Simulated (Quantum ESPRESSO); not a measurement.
# K (Im-3m): a volume series of phonon spectra, part 3 of 6

Aim: how the vibrations of K shift with volume, and the expansion that follows.

Experimental results on record:
- heat capacity C_P per formula unit 29.4 J/mol/K near room temperature (given in “High-Throughput Prediction of Finite-Temperature Properties using the Quasi-Harmonic Approximation”, 2016, arXiv:1603.06924)

Quantum ESPRESSO 7.5; DFT PBEsol, scalar-relativistic, plane waves, PseudoDojo norm-conserving pseudopotentials.

So far. Step 2 (A first coarse run): The start is under -0.004 GPa at this level and looks like a metal on this mesh. Step 3 (Finding the static equilibrium): After the last step pw.x solved the final cell once more on a basis chosen for it, which moves the energy without moving the atoms.

The database entry behind the starting cell lists a temperature near 5 K, so it need not match the best structure at ambient conditions.

## (4) Ground state at this cell

A tight ground state at this cell gives the energy of this member; its pressure is the stress at this cutoff, which can carry an offset from the finite basis.

scf.in

```
&CONTROL
  calculation = 'scf'
  prefix      = 'x'
  outdir      = './tmp'
  pseudo_dir  = './pseudo'
  tprnfor     = .true.
  tstress     = .true.
/
&SYSTEM
  ibrav       = 0
  nat         = 1
  ntyp        = 1
  ecutwfc     = 74.0
  occupations = 'smearing'
  smearing    = 'mv'
  degauss     = 0.02
/
&ELECTRONS
  conv_thr         = 1.0d-12
  mixing_beta      = 0.7
  electron_maxstep = 100
/
ATOMIC_SPECIES
 K      39.0983  K.upf
CELL_PARAMETERS angstrom
    -2.607885773    2.607885773    2.607885773
     2.607885773   -2.607885773    2.607885773
     2.607885773    2.607885773   -2.607885773
ATOMIC_POSITIONS crystal
 K      0.000000000   0.000000000   0.000000000
K_POINTS automatic
 10 10 10 0 0 0
```

Run with:

```console
$ OMP_NUM_THREADS=1 mpirun -n 8 pw.x -nk 8 -in scf.in > scf.out
```

What it wrote:

```text
[banner, memory and clock lines left out]
Program PWSCF v.7.5

     Message from routine setup:
     using ibrav=0 with symmetry is DISCOURAGED, use correct ibrav instead

     G-vector sticks info

     bravais-lattice index     =            0
     lattice parameter (alat)  =       8.5359  a.u.
     unit-cell volume          =     478.7649 (a.u.)^3
     number of atoms/cell      =            1
     number of atomic types    =            1
     number of electrons       =         9.00
     number of Kohn-Sham states=            9
     kinetic-energy cutoff     =      74.0000  Ry
     charge density cutoff     =     296.0000  Ry
     scf convergence threshold =      1.0E-12
     mixing beta               =       0.7000
     number of iterations used =            8  plain     mixing
     Exchange-correlation= PBESOL
                           (   1   4  10   8   0   0   0)

     celldm(1)=   8.535875  celldm(2)=   0.000000  celldm(3)=   0.000000
     celldm(4)=   0.000000  celldm(5)=   0.000000  celldm(6)=   0.000000

     crystal axes: (cart. coord. in units of alat)
               a(1) = (  -0.577350   0.577350   0.577350 )
               a(2) = (   0.577350  -0.577350   0.577350 )
               a(3) = (   0.577350   0.577350  -0.577350 )

     reciprocal axes: (cart. coord. in units 2 pi/alat)
               b(1) = ( -0.000000  0.866025  0.866025 )
               b(2) = (  0.866025 -0.000000  0.866025 )
               b(3) = (  0.866025  0.866025  0.000000 )

     PseudoPot. # 1 for K  read from file:
     ./pseudo/K.upf
     Pseudo is Norm-conserving + core correction, Zval =  9.0
     Using radial grid of 2250 points,  6 beta functions with:
                l(1) =   0
                l(2) =   0
                l(3) =   1
                l(4) =   1
                l(5) =   2
                l(6) =   2

     atomic species   valence    mass     pseudopotential
     K                 9.00    39.09830     K ( 1.00)

     48 Sym. Ops., with inversion, found

   Cartesian axes

     site n.     atom                  positions (alat units)
         1        K      tau(   1) = (   0.0000000   0.0000000   0.0000000  )

     number of k points=    47  Marzari-Vanderbilt smearing, width (Ry)=  0.0200
                       cart. coord. in units 2pi/alat
        k(    1) = (   0.0000000   0.0000000   0.0000000), wk =   0.0020000
        k(    2) = (   0.0866025   0.0866025   0.0000000), wk =   0.0240000
        k(    3) = (   0.1732051   0.1732051   0.0000000), wk =   0.0240000
        k(    4) = (   0.2598076   0.2598076   0.0000000), wk =   0.0240000
        k(    5) = (   0.3464102   0.3464102   0.0000000), wk =   0.0240000
        k(    6) = (  -0.4330127  -0.4330127   0.0000000), wk =   0.0120000
        k(    7) = (   0.1732051   0.0866025   0.0866025), wk =   0.0480000
        k(    8) = (   0.2598076   0.1732051   0.0866025), wk =   0.0960000
        k(    9) = (   0.3464102   0.2598076   0.0866025), wk =   0.0960000
        k(   10) = (   0.4330127   0.3464102   0.0866025), wk =   0.0960000
        k(   11) = (   0.3464102   0.1732051   0.1732051), wk =   0.0480000
        k(   12) = (   0.4330127   0.2598076   0.1732051), wk =   0.0960000
        k(   13) = (   0.5196152   0.3464102   0.1732051), wk =   0.0480000
        k(   14) = (   0.5196152   0.2598076   0.2598076), wk =   0.0480000
        k(   15) = (   0.1732051   0.1732051   0.1732051), wk =   0.0160000
        k(   16) = (   0.2598076   0.2598076   0.1732051), wk =   0.0480000
[...]
k(   40) = (  -0.6928203  -0.1732051  -0.1732051), wk =   0.0160000
        k(   41) = (  -0.0000000  -0.0000000   0.5196152), wk =   0.0120000
        k(   42) = (   0.0000000  -0.0866025   0.6062178), wk =   0.0480000
        k(   43) = (  -0.8660254  -0.1732051  -0.1732051), wk =   0.0240000
        k(   44) = (  -0.7794229  -0.0866025  -0.1732051), wk =   0.0480000
        k(   45) = (   0.0000000   0.0000000   0.6928203), wk =   0.0120000
        k(   46) = (  -0.8660254  -0.0866025  -0.0866025), wk =   0.0240000
        k(   47) = (  -0.8660254  -0.8660254  -0.8660254), wk =   0.0020000

     Dense  grid:    41235 G-vectors     FFT dimensions: (  48,  48,  48)

     Initial potential from superposition of free atoms

     starting charge       8.9810, renormalised to       9.0000
     Starting wfcs are    5 randomized atomic wfcs +    4 random wfcs

     per-process dynamical memory:    30.3 Mb

     Self-consistent Calculation

     iteration #  1     ecut=    74.00 Ry     beta= 0.70
     Davidson diagonalization with overlap
     ethr =  1.00E-02,  avg # of iterations =  8.4

     Threshold (ethr) on eigenvalues was too large:
     Diagonalizing with lowered threshold

     Davidson diagonalization with overlap
     c_bands:  1 eigenvalues not converged
     c_bands:  2 eigenvalues not converged
     ethr =  1.52E-05,  avg # of iterations = 12.0

     total energy              =     -59.99329899 Ry
     estimated scf accuracy    <       0.00136475 Ry

     iteration #  2     ecut=    74.00 Ry     beta= 0.70
     Davidson diagonalization with overlap
     ethr =  1.52E-05,  avg # of iterations =  2.8

     total energy              =     -59.99356177 Ry
     estimated scf accuracy    <       0.00010482 Ry

     iteration #  3     ecut=    74.00 Ry     beta= 0.70
     Davidson diagonalization with overlap
     ethr =  1.16E-06,  avg # of iterations =  5.4

     total energy              =     -59.99357270 Ry
     estimated scf accuracy    <       0.00000629 Ry

     iteration #  4     ecut=    74.00 Ry     beta= 0.70
     Davidson diagonalization with overlap
     ethr =  6.98E-08,  avg # of iterations =  2.0

     total energy              =     -59.99357334 Ry
     estimated scf accuracy    <       0.00000005 Ry

     iteration #  5     ecut=    74.00 Ry     beta= 0.70
     Davidson diagonalization with overlap
     ethr =  5.43E-10,  avg # of iterations =  3.8

     total energy              =     -59.99357339 Ry
     estimated scf accuracy    <          3.6E-09 Ry

     iteration #  6     ecut=    74.00 Ry     beta= 0.70
     Davidson diagonalization with overlap
     ethr =  3.95E-11,  avg # of iterations =  2.1

     total energy              =     -59.99357339 Ry
     estimated scf accuracy    <          2.5E-11 Ry

     iteration #  7     ecut=    74.00 Ry     beta= 0.70
     Davidson diagonalization with overlap
     ethr =  2.80E-13,  avg # of iterations =  4.3

     End of self-consistent calculation

          k = 0.0000 0.0000 0.0000 (  5233 PWs)   bands (ev):

   -30.0727 -13.5809 -13.5809 -13.5809  -0.3087   6.2231   6.2231   6.2231
     7.1534

          k = 0.0866 0.0866 0.0000 (  5155 PWs)   bands (ev):

   -30.0722 -13.5885 -13.5834 -13.5809  -0.1808   6.0249   6.0626   6.3255
     6.9572

          k = 0.1732 0.1732 0.0000 (  5165 PWs)   bands (ev):

   -30.0710 -13.6081 -13.5899 -13.5809   0.1943   5.3116   5.7180   6.6283
     6.9241

          k = 0.2598 0.2598 0.0000 (  5151 PWs)   bands (ev):

   -30.0694 -13.6322 -13.5980 -13.5808   0.7906   4.3918   5.3824   7.0048
     7.1180

          k = 0.3464 0.3464 0.0000 (  5151 PWs)   bands (ev):

   -30.0682 -13.6515 -13.6045 -13.5808   1.5641   3.4384   5.1552   6.9308
     7.3847

          k =-0.4330-0.4330 0.0000 (  5140 PWs)   bands (ev):

   -30.0677 -13.6588 -13.6070 -13.5808   2.3435   2.6034   5.0760   6.8399
     7.9520

          k = 0.1732 0.0866 0.0866 (  5171 PWs)   bands (ev):

   -30.0714 -13.6020 -13.5861 -13.5827   0.0708   5.6186   5.7451   6.5152
     6.7836

          k = 0.2598 0.1732 0.0866 (  5149 PWs)   bands (ev):

   -30.0700 -13.6226 -13.5939 -13.5834   0.5571   4.8510   5.3601   6.7882
     6.8649

          k = 0.3464 0.2598 0.0866 (  5153 PWs)   bands (ev):

   -30.0686 -13.6425 -13.6028 -13.5836   1.2444   3.9525   5.0751   6.8012
     7.2897

          k = 0.4330 0.3464 0.0866 (  5148 PWs)   bands (ev):

   -30.0677 -13.6546 -13.6083 -13.5837   2.0770   3.0235   4.9241   6.6730
     7.5740

          k = 0.3464 0.1732 0.1732 (  5144 PWs)   bands (ev):

   -30.0687 -13.6371 -13.6020 -13.5868   1.1360   4.3348   4.8290   6.8471
     6.9713

          k = 0.4330 0.2598 0.1732 (  5145 PWs)   bands (ev):

   -30.0677 -13.6463 -13.6123 -13.5882   1.8895   3.6175   4.4772   6.6865
     7.1352

          k = 0.5196 0.3464 0.1732 (  5124 PWs)   bands (ev):

   -30.0673 -13.6491 -13.6171 -13.5885   2.7217   2.7820   4.3690   6.5366
     7.4325

          k = 0.5196 0.2598 0.2598 (  5128 PWs)   bands (ev):

   -30.0672 -13.6414 -13.6261 -13.5903   2.6656   3.3458   3.7802   6.5790
     7.1808

          k = 0.1732 0.1732 0.1732 (  5128 PWs)   bands (ev):

   -30.0703 -13.6197 -13.5866 -13.5866   0.4379   5.1739   5.1739   6.7503
     7.1547

          k = 0.2598 0.2598 0.1732 (  5148 PWs)   bands (ev):

   -30.0690 -13.6362 -13.5965 -13.5872   1.0234   4.4136   4.8331   6.8686
     7.2559

          k = 0.3464 0.3464 0.1732 (  5156 PWs)   bands (ev):

[...]
k = 0.4330 0.4330 0.1732 (  5142 PWs)   bands (ev):

[...]
k = 0.0000 0.0000 0.1732 (  5165 PWs)   bands (ev):

[...]
k = 0.3464 0.2598 0.2598 (  5136 PWs)   bands (ev):

[...]
k = 0.4330 0.3464 0.2598 (  5127 PWs)   bands (ev):

[...]
k = 0.0000-0.0866 0.2598 (  5153 PWs)   bands (ev):

[...]
k = 0.5196 0.3464 0.3464 (  5111 PWs)   bands (ev):

[...]
k =-0.0000-0.1732 0.3464 (  5144 PWs)   bands (ev):

[...]
k = 0.0866-0.0866 0.3464 (  5145 PWs)   bands (ev):

[...]
k = 0.0000-0.2598 0.4330 (  5144 PWs)   bands (ev):

[...]
k = 0.0866-0.1732 0.4330 (  5143 PWs)   bands (ev):

[...]
k =-0.8660-0.3464-0.3464 (  5124 PWs)   bands (ev):

[...]
k =-0.7794-0.2598-0.3464 (  5145 PWs)   bands (ev):

[...]
k =-0.6928-0.1732-0.3464 (  5148 PWs)   bands (ev):

[...]
k =-0.6928-0.2598-0.2598 (  5144 PWs)   bands (ev):

[...]
k = 0.3464 0.3464 0.3464 (  5132 PWs)   bands (ev):

[...]
k = 0.4330 0.4330 0.3464 (  5124 PWs)   bands (ev):

[...]
k = 0.0000 0.0000 0.3464 (  5129 PWs)   bands (ev):

[...]
k =-0.0000-0.0866 0.4330 (  5148 PWs)   bands (ev):

[...]
k = 0.0000-0.1732 0.5196 (  5165 PWs)   bands (ev):

[...]
k = 0.0866-0.0866 0.5196 (  5157 PWs)   bands (ev):

[...]
k =-0.8660-0.2598-0.2598 (  5160 PWs)   bands (ev):

[...]
k =-0.7794-0.1732-0.2598 (  5153 PWs)   bands (ev):

[...]
k =-0.6928-0.1732-0.1732 (  5156 PWs)   bands (ev):

   -30.0656 -13.6381 -13.6381 -13.6056   3.2323   3.2323   4.0406   6.3820
     6.3820

          k =-0.0000-0.0000 0.5196 (  5174 PWs)   bands (ev):

   -30.0666 -13.6287 -13.6168 -13.6168   1.7791   4.3487   5.3925   5.3925
     6.3973

          k = 0.0000-0.0866 0.6062 (  5140 PWs)   bands (ev):

   -30.0656 -13.6392 -13.6239 -13.6184   2.4511   3.8547   5.2044   5.3504
     6.2051

          k =-0.8660-0.1732-0.1732 (  5148 PWs)   bands (ev):

   -30.0652 -13.6445 -13.6266 -13.6177   3.0874   3.2936   4.9995   5.3299
     6.3843

          k =-0.7794-0.0866-0.1732 (  5139 PWs)   bands (ev):

   -30.0648 -13.6402 -13.6331 -13.6203   3.0696   3.5676   4.6986   5.7199
     6.0459

          k = 0.0000 0.0000 0.6928 (  5138 PWs)   bands (ev):

   -30.0646 -13.6358 -13.6313 -13.6313   2.9878   3.7590   5.4062   5.4063
     5.5285

          k =-0.8660-0.0866-0.0866 (  5132 PWs)   bands (ev):

   -30.0642 -13.6390 -13.6341 -13.6316   3.3940   3.5398   5.1435   5.4242
     5.7482

          k =-0.8660-0.8660-0.8660 (  5162 PWs)   bands (ev):

   -30.0638 -13.6369 -13.6369 -13.6369   3.5593   3.5593   5.4595   5.4595
     5.4595

     the Fermi energy is     1.9105 ev

!    total energy              =     -59.99357339 Ry
     estimated scf accuracy    <          3.2E-13 Ry
     smearing contrib. (-TS)   =      -0.00038013 Ry
     internal energy E=F+TS    =     -59.99319326 Ry

     The total energy is F=E-TS. E is the sum of the following terms:
     one-electron contribution =     -36.31925753 Ry
     hartree contribution      =      18.80739485 Ry
     xc contribution           =     -12.57400995 Ry
     ewald contribution        =     -29.90732063 Ry

     convergence has been achieved in   7 iterations

     Forces acting on atoms (cartesian axes, Ry/au):

     atom    1 type  1   force =     0.00000000    0.00000000    0.00000000

     Total force =     0.000000     Total SCF correction =     0.000000

     Computing stress (Cartesian axis) and pressure

          total   stress  (Ry/bohr**3)                   (kbar)     P=       -0.00
  -0.00000002  -0.00000000  -0.00000000           -0.00       -0.00       -0.00
  -0.00000000  -0.00000002  -0.00000000           -0.00       -0.00       -0.00
  -0.00000000  -0.00000000  -0.00000002           -0.00       -0.00       -0.00

     XML data file, charge density, pseudopotentials, collected wavefunctions
```

Wall time 6.2 s (8 MPI ranks of Arm Neoverse V1, shared host); 49 s of CPU time.

On a basis chosen for the relaxed cell the pressure is 0 GPa, small enough for phonons.

[end of part 3 of 6]

[Logs are printed without paths, hosts, clocks, repeated set-up lines and the standing remarks that a program may print on its own settings, such as how far it seeks lower states.]

[Hosts, paths, dates, database ids (printed as entryN), source tags and the programs' standing remarks are cut or masked in the printed files.]

[A step with changed settings may run another functional than the one named; its input shows which.]

[Of the runs on displaced cells, only some may be shown.]
